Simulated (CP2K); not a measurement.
Consider chlorine monofluoride at its PBE geometry (Å).

```xyz
2

F     0.8272    0.0000    0.0000
Cl   -0.8272    0.0000    0.0000
```

Method: CP2K XAS_TDP, all-electron GAPW, PBEh(45%), aug-pc-2, TDA, GW2X-corrected core level, ZORA, spin–orbit coupling.

Question: Where do the Cl L₂,₃-edge lines lie, and how strong are they?

Leading lines: Cl2 199.60 eV. The leading line of an atom is its first one with 35 % of the strongest within 2.5 eV of its lowest line over the strength cut. Core ionisation energies at this level: Cl2 209.18/209.42/210.77 eV; the 2p½ level lies 1.47 eV above the 2p3/2 pair.

The first six lines of each atom with a strength over 0.0003:

```tsv
atom	energy (eV)	states	strength, one atom	above the computed threshold
Cl2 (bonded to F)	199.60	2	0.0055	
	201.09	2	0.0049	
	202.01	1	0.0004	
	207.62	2	0.0016	
	207.75	2	0.0024	
	207.80	1	0.0042
```

Lines are vertical, at one geometry, with no vibrational structure. GW2X ionisation energies and lines can be off by 1 to 2 eV either way, and a good line position may hide errors that cancel. Rydberg lines, and the discretised continuum above threshold, depend on the basis and the box.

[Banner, clock and machine lines of the logs are left out without a mark of their own.]

[Logs are printed without paths, hosts, clocks, repeated set-up lines and the standing remarks that a program may print on its own settings, such as how far it seeks lower states.]

[Hosts, paths, dates, database ids (printed as entryN), source tags and the programs' standing remarks are cut or masked in the printed files.]
